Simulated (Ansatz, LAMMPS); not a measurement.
**Convergence of a linear-scaling basis for glassy 63ZnO-37GeO2 (mol %) (102 atoms)**

Wanted: errors and times of a linear-scaling basis for glassy 63ZnO-37GeO2 (mol %) (102 atoms). A setting counts as converged where the r.m.s. difference of forces stays under 1 % of the r.m.s. force.

Calculated with Ansatz 0.2.0; Kohn-Sham DFT, PBE, PAW (set soft_2), plane waves.

Report form: inputs, costs, results and the conclusion, without the logs.

## 1. Set-up

The cell holds 102 atoms: 27 Zn, 16 Ge and 59 O. Its edges and angles: a = 11.017 Å, b = 11.017 Å, c = 11.017 Å, α = 90.0°, β = 90.0°, γ = 90.0°. 102 atoms (27 Zn, 16 Ge, 59 O) placed at random at 4.43 g/cm³, melted at 4000 K for 10 ps at fixed volume with the Morse and Coulomb pair potential with partial charges (Pedone, Malavasi, Menziani, Cormack and Segre, J. Phys. Chem. B 110, 11780 (2006)). Quenched from 4000 K to 300 K at 50 K/ps and fixed volume, held 10 ps at zero pressure, then minimised at fixed cell.

What the set-up can't give: The quench rate of 50 K/ps is orders of magnitude faster than experiment, which tends to freeze in extra defects. The network of bonds at the start is that of the classical potential that made the cell, and needn't be the one that DFT or experiment would give. Only the Γ point is sampled, in a cell whose shortest periodic width is 11 Å.

## 2. How the cell was made

A classical potential supplies the starting structure, since it reaches far longer times than DFT.

This step: classical MD, Morse and Coulomb pair potential with partial charges (Pedone, Malavasi, Menziani, Cormack and Segre, J. Phys. Chem. B 110, 11780 (2006)) (LAMMPS 22 Jul 2025 - Update 4).

in.lmp

```
# melt-quench of Zn27Ge16O59
units metal
atom_style charge
boundary p p p
region box block 0 11.3240 0 11.3240 0 11.3240
create_box 3 box
mass 1 65.3800   # Zn
mass 2 72.6300   # Ge
mass 3 15.9990   # O
create_atoms 1 random 27 440723 NULL overlap 1.5 maxtry 2000
create_atoms 2 random 16 440730 NULL overlap 1.5 maxtry 2000
create_atoms 3 random 59 440737 NULL overlap 1.5 maxtry 2000
pair_style hybrid/overlay pedone 5.5 coul/long 8.0
pair_coeff * * coul/long
pair_coeff 1 3 pedone 0.001221 3.150679 2.851850 1   # Zn-O
pair_coeff 2 3 pedone 0.158118 2.294230 2.261313 5   # Ge-O
pair_coeff 3 3 pedone 0.042395 1.379316 3.618701 22   # O-O
set type 1 charge 1.2
set type 2 charge 2.4
set type 3 charge -1.2
kspace_style pppm 1.0e-4
neigh_modify delay 0 every 1 check yes
thermo_style custom step time temp pe press density
thermo_modify norm yes
timestep 0.002
thermo 100
min_style cg
minimize 1e-4 1e-4 200 2000
reset_timestep 0
velocity all create 4000 440724 mom yes dist gaussian
fix lim all nve/limit 0.05
fix lan all langevin 4000 4000 0.2 440725 zero yes
thermo 500
run 1000 post no
# [... 10 lines left out ...]
thermo 1666
fix md all npt temp 300 300 0.2 iso 0 0 2
run 5000 post no
unfix md
thermo 100
min_style cg
minimize 0 1e-3 2000 20000
write_dump all custom glass.dump id type xs ys zs modify sort id
```

Run with:

```
$ lmp -in in.lmp -log none -nocite
```

The job ended after 19 s (1 thread of Arm Neoverse V2, shared host; peak memory 0.069 GiB).

## 3. Plane-wave single point

This run is the reference for what follows, at a cutoff of 420 eV.

input.yaml

```yaml
crystal:
  lattice:
    - [11.01724, 0.0, 0.0]
    - [0.0, 11.01724, 0.0]
    - [0.0, 0.0, 11.01724]
  atoms:
    - { symbol: Zn, position: [0.50306, 0.45524, 0.91085] }
    - { symbol: Zn, position: [0.17304, 0.35176, 0.80125] }
    - { symbol: Zn, position: [0.97289, 0.66457, 0.86026] }
    - { symbol: Zn, position: [0.8784, 0.32998, 0.99282] }
    - { symbol: Zn, position: [0.14013, 0.49604, 0.33962] }
    - { symbol: Zn, position: [0.37012, 0.48709, 0.22615] }
    - { symbol: Zn, position: [0.06852, 0.45533, 0.61195] }
    - { symbol: Zn, position: [0.49966, 0.73942, 0.42131] }
    - { symbol: Zn, position: [0.64716, 0.16364, 0.89128] }
    - { symbol: Zn, position: [0.03511, 0.50354, 0.09829] }
    - { symbol: Zn, position: [0.84622, 0.8927, 0.04793] }
    - { symbol: Zn, position: [0.41367, 0.73531, 0.16624] }
    - { symbol: Zn, position: [0.02649, 0.15296, 0.40138] }
    - { symbol: Zn, position: [0.72246, 0.77058, 0.73822] }
    - { symbol: Zn, position: [0.61656, 0.35629, 0.09695] }
    - { symbol: Zn, position: [0.33083, 0.03606, 0.83639] }
    - { symbol: Zn, position: [0.47245, 0.68608, 0.737] }
    - { symbol: Zn, position: [0.25911, 0.19719, 0.3335] }
    - { symbol: Zn, position: [0.27902, 0.82321, 0.72764] }
    - { symbol: Zn, position: [0.36966, 0.38265, 0.51297] }
    - { symbol: Zn, position: [0.34168, 0.01343, 0.11487] }
    - { symbol: Zn, position: [0.65628, 0.77812, 0.2241] }
    - { symbol: Zn, position: [0.76236, 0.76213, 0.49434] }
    - { symbol: Zn, position: [0.28649, 0.68272, 0.46502] }
    - { symbol: Zn, position: [0.22276, 0.9509, 0.51956] }
    - { symbol: Zn, position: [0.24559, 0.21161, 0.62498] }
    - { symbol: Zn, position: [0.35466, 0.25984, 0.93955] }
    - { symbol: Ge, position: [0.52041, 0.01911, 0.33302] }
    - { symbol: Ge, position: [0.89445, 0.37035, 0.36144] }
    - { symbol: Ge, position: [0.26893, 0.58442, 0.94198] }
    - { symbol: Ge, position: [0.77749, 0.14136, 0.21868] }
    - { symbol: Ge, position: [0.04962, 0.96311, 0.87136] }
    - { symbol: Ge, position: [0.85485, 0.29398, 0.71144] }
    - { symbol: Ge, position: [0.56598, 0.89551, 0.95079] }
    - { symbol: Ge, position: [0.48216, 0.08368, 0.61854] }
    - { symbol: Ge, position: [0.04596, 0.70533, 0.56172] }
    - { symbol: Ge, position: [0.1661, 0.78765, 0.24065] }
    - { symbol: Ge, position: [0.75906, 0.61029, 0.00816] }
    - { symbol: Ge, position: [0.61087, 0.491, 0.35846] }
    - { symbol: Ge, position: [0.88758, 0.01388, 0.61103] }
    - { symbol: Ge, position: [0.90591, 0.90247, 0.32902] }
    - { symbol: Ge, position: [0.10934, 0.17816, 0.08297] }
    - { symbol: Ge, position: [0.63808, 0.50236, 0.6348] }
    - { symbol: O, position: [0.32098, 0.67968, 0.83064] }
    - { symbol: O, position: [0.27054, 0.84952, 0.14429] }
    - { symbol: O, position: [0.98225, 0.3611, 0.48697] }
    - { symbol: O, position: [0.52701, 0.28533, 0.96158] }
    - { symbol: O, position: [0.18005, 0.12251, 0.48638] }
    - { symbol: O, position: [0.9407, 0.75595, 0.46081] }
    - { symbol: O, position: [0.75549, 0.43491, 0.36959] }
    - { symbol: O, position: [0.26294, 0.16661, 0.05941] }
    - { symbol: O, position: [0.3877, 0.63197, 0.32861] }
    - { symbol: O, position: [0.11503, 0.59101, 0.95251] }
    - { symbol: O, position: [0.68756, 0.64767, 0.60514] }
    - { symbol: O, position: [0.99847, 0.62444, 0.68417] }
    - { symbol: O, position: [0.35652, 0.99102, 0.65598] }
    - { symbol: O, position: [0.69808, 0.97636, 0.97336] }
    - { symbol: O, position: [0.76416, 0.25334, 0.11326] }
    - { symbol: O, position: [0.75821, 0.86198, 0.3492] }
    - { symbol: O, position: [0.04361, 0.07029, 0.98798] }
    - { symbol: O, position: [0.22182, 0.82906, 0.38354] }
    - { symbol: O, position: [0.55001, 0.46446, 0.50402] }
    - { symbol: O, position: [0.3054, 0.43343, 0.90325] }
    - { symbol: O, position: [0.19716, 0.9246, 0.85134] }
    - { symbol: O, position: [0.44448, 0.99206, 0.96554] }
    - { symbol: O, position: [0.14502, 0.63458, 0.22368] }
    - { symbol: O, position: [0.794, 0.89172, 0.62858] }
    - { symbol: O, position: [0.02619, 0.85336, 0.24552] }
    - { symbol: O, position: [0.78518, 0.72974, 0.10618] }
    - { symbol: O, position: [0.41822, 0.21776, 0.56748] }
    - { symbol: O, position: [0.56385, 0.10384, 0.74541] }
    - { symbol: O, position: [0.93952, 0.001, 0.45614] }
    - { symbol: O, position: [0.05382, 0.31401, 0.03487] }
    - { symbol: O, position: [0.633, 0.52003, 0.01847] }
    - { symbol: O, position: [0.23266, 0.38993, 0.63116] }
    - { symbol: O, position: [0.25966, 0.1937, 0.80162] }
    - { symbol: O, position: [0.98804, 0.00724, 0.73274] }
    - { symbol: O, position: [0.87245, 0.50529, 0.02439] }
    [... 18 atom lines left out ...]
    - { symbol: O, position: [0.79724, 0.25603, 0.85198] }
    - { symbol: O, position: [0.78518, 0.66535, 0.86507] }
    - { symbol: O, position: [0.96587, 0.84263, 0.9206] }
    - { symbol: O, position: [0.63604, 0.09821, 0.26499] }
    - { symbol: O, position: [0.53953, 0.02381, 0.4875] }
    - { symbol: O, position: [0.38659, 0.08157, 0.2835] }
kpoints:
  mp_grid: { grid: [1, 1, 1] }
hamiltonian:
  xc: pbe
scf:
  occupations: { method: fixed }
output:
  forces: true
  stress: true
  populations: true
  dos:
    method: { smearing: { sigma: 0.1 } }
    de: 0.1
    projected: { site_lists: { Ge: [Ge], O: [O], Zn: [Zn] } }
  eigenvalues: true
  write_density: true
  write_potential: true
  volumetric_format: npy
  elf: true
```

Run with:

```
$ ansatz run input.yaml --threads 8 --pin off --max-ram 15872MiB --backend cpu --events-out ev --progress --plain --runs-dir out
```

Elapsed: 21 s, on 8 threads of Arm Neoverse V2, shared host; peak memory 2.2 GiB; 2.6 min of CPU time.

Read from the output:

```yaml
free_energy: -191803.8654 eV
free_energy_per_atom: -1880.4301 eV/atom
scf_cycles: 10
pressure: 7.801 GPa
r_m_s_force_component: 0.8406 eV/Å
longest_force: 2.633 eV/Å
fermi_energy: 5.533 eV
spacing_of_highest_filled_and_lowest_empty_level: 1.56 eV
spilling_of_the_projection: 0.007109
```

The r.m.s. force component of 0.84 eV/Å and the pressure of 7.8 GPa set the scale for the differences below.

## 4. Support functions low

With localised support functions most steps grow linearly with size, though the diagonalisation grows faster unless the density matrix is cut; this run measures error and cost at this size.

This step: Kohn-Sham DFT, PBE, PAW (set soft_2), localised support functions (low) (Ansatz 0.2.0).

input.yaml, the sections that differ from step 3:

```yaml
scf:
  occupations: { method: fixed }
  eigensolver: { kind: { support_functions: { accuracy: low } } }
  max_iter: 150
output:
  forces: true
  eigenvalues: true
# crystal, kpoints, hamiltonian: as in step 3
```

Run time: 88 s. Hardware: 8 threads; peak memory 4.2 GiB.

The program notes that the band table was not solved further than the SCF left it and it switched symmetry off.

Keys that differ from the reference: support_functions.accuracy = "low" and scf.max_iter = 150.

Forces differ from the reference by 4.9 meV/Å r.m.s., 0.59 % of their size, within a tolerance of 1 %; the energy by -7.5 meV/atom. It took roughly 4.3 times the reference's time (one timing each, with unlike analyses asked), in 15 cycles against 10.

## 5. Support functions medium

The cell is solved in localised support functions. Besides, the program derives a nominal cutoff of 464 eV for this run, against the reference's 420.

This step: Kohn-Sham DFT, PBE, PAW (set soft_2), localised support functions (medium) (Ansatz 0.2.0).

input.yaml, the sections that differ from step 4:

```yaml
scf:
  occupations: { method: fixed }
  eigensolver: { kind: { support_functions: { accuracy: medium } } }
  max_iter: 150
# crystal, kpoints, hamiltonian, output: as in step 4
```

Wall time 2.4 min (8 threads); peak memory 5.7 GiB.

Keys that differ from the reference: support_functions.accuracy = "medium" and scf.max_iter = 150.

Forces differ from the reference by 5.0 meV/Å r.m.s., 0.59 % of their size, within a tolerance of 1 %; the energy by -7.6 meV/atom. It took roughly 7.0 times the reference's time (one timing each, with unlike analyses asked), in 16 cycles against 10.

## 6. Support functions medium, radius 3.1 Å

The radius confines each support function; a larger one gives more freedom and more work per atom.

input.yaml, the sections that differ from step 5:

```yaml
scf:
  occupations: { method: fixed }
  eigensolver: { kind: { support_functions: { accuracy: medium, radius: 3.1 } } }
  max_iter: 150
# crystal, kpoints, hamiltonian, output: as in step 5
```

Run time: 2.9 s. Hardware: 8 threads; peak memory 0.39 GiB.

The program refuses radii under 3.47 Å for these atoms at this level.

## 7. Support functions medium, radius 3.54 Å

The radius confines each support function; a larger one gives more freedom and more work per atom. Besides, the program derives a nominal cutoff of 464 eV for this run, against the reference's 420.

input.yaml, the sections that differ from step 6:

```yaml
scf:
  occupations: { method: fixed }
  eigensolver: { kind: { support_functions: { accuracy: medium, radius: 3.54 } } }
  max_iter: 150
# crystal, kpoints, hamiltonian, output: as in step 6
```

The job ended after 2.3 min (8 threads; peak memory 5.5 GiB; 18 min of CPU time).

Keys that differ from the reference: support_functions.accuracy = "medium", support_functions.radius = 3.54 and scf.max_iter = 150.

Forces differ from the reference by 5.0 meV/Å r.m.s., 0.60 % of their size, within a tolerance of 1 %; the energy by -7.6 meV/atom. It took roughly 6.8 times the reference's time (one timing each, with unlike analyses asked), in 17 cycles against 10.

## 8. Support functions medium, radius 3.79 Å

input.yaml, the sections that differ from step 7:

```yaml
scf:
  occupations: { method: fixed }
  eigensolver: { kind: { support_functions: { accuracy: medium, radius: 3.79 } } }
  max_iter: 150
# crystal, kpoints, hamiltonian, output: as in step 7
```

Wall time 2.8 min (8 threads); peak memory 6.1 GiB; 22 min of CPU time.

Keys that differ from the reference: support_functions.accuracy = "medium", support_functions.radius = 3.79 and scf.max_iter = 150.

Forces differ from the reference by 5.0 meV/Å r.m.s., 0.60 % of their size, within a tolerance of 1 %; the energy by -7.6 meV/atom. It took roughly 8.2 times the reference's time (one timing each, with unlike analyses asked), in 17 cycles against 10.

## 9. Other settings

Changed here: basis.ecutrho_ratio = 6, scf.occupations.method = "fermi_dirac" and scf.occupations.width = 0.01.

This step: Kohn-Sham DFT, PBE, PAW (set soft_2), plane waves (Ansatz 0.2.0).

input.yaml, the sections that differ from step 8:

```yaml
kpoints:
  mp_grid: { grid: [1, 1, 1], shift: [0.0, 0.0, 0.0] }
scf:
  occupations: { method: fermi_dirac, width: 0.01 }
output:
  forces: true
  stress: true
  populations: intrinsic
  dos:
    method: { smearing: { sigma: 0.15 } }
    de: 0.1
    projected: { site_lists: { Ge: [Ge], O: [O], Zn: [Zn] } }
  eigenvalues: true
basis:
  ecutrho_ratio: 6
# crystal, hamiltonian: as in step 8
```

Wall time 20 s (8 threads); peak memory 2.6 GiB; 2.5 min of CPU time.

Forces differ from the reference by 0.003 meV/Å r.m.s., 4.0e-4 % of their size.

## 10. Cost against change

Each row is set against the plane-wave reference (Kohn-Sham DFT, PBE, PAW (set soft_2), plane waves; r.m.s. force component 0.841 eV/Å). Energies are set beside the reference only for runs with its functional, potentials and electron count. Times are for 8 threads of Arm Neoverse V2, shared host. The reference's time includes the DOS, ELF, the stress and grids, which some other runs skip.

```csv
run,"Δ force, r.m.s. (meV/Å)",share of r.m.s. force (%),Δ energy (meV/atom),Δ pressure (GPa),Δ gap (eV),cycles,time,host memory (GiB)
reference,-,-,-,-,-,10,21 s,2.2
support functions low,4.92,0.586,-7.49,-,0.0015,15,88 s,4.2
support functions medium,5.00,0.594,-7.56,-,0.0018,16,2.4 min,5.7
"support functions medium, radius 3.54 Å",5.01,0.596,-7.56,-,0.0017,17,2.3 min,5.5
"support functions medium, radius 3.79 Å",5.02,0.597,-7.56,-,0.0018,17,2.8 min,6.1
"basis.ecutrho_ratio = 6, scf.occupations.method = "fermi_dirac" and scf.occupations.width = 0.01",0.003,4.0e-4,0.0017,0,0,10,20 s,2.6
```

[end of part 1 of 2]

[Long decimals in the printed logs are rounded to 6 places.]

[Logs are printed without paths, hosts, clocks, repeated set-up lines and the standing remarks that a program may print on its own settings, such as how far it seeks lower states.]

[Hosts, paths, dates, database ids (printed as entryN), source tags and the programs' standing remarks are cut or masked in the printed files.]
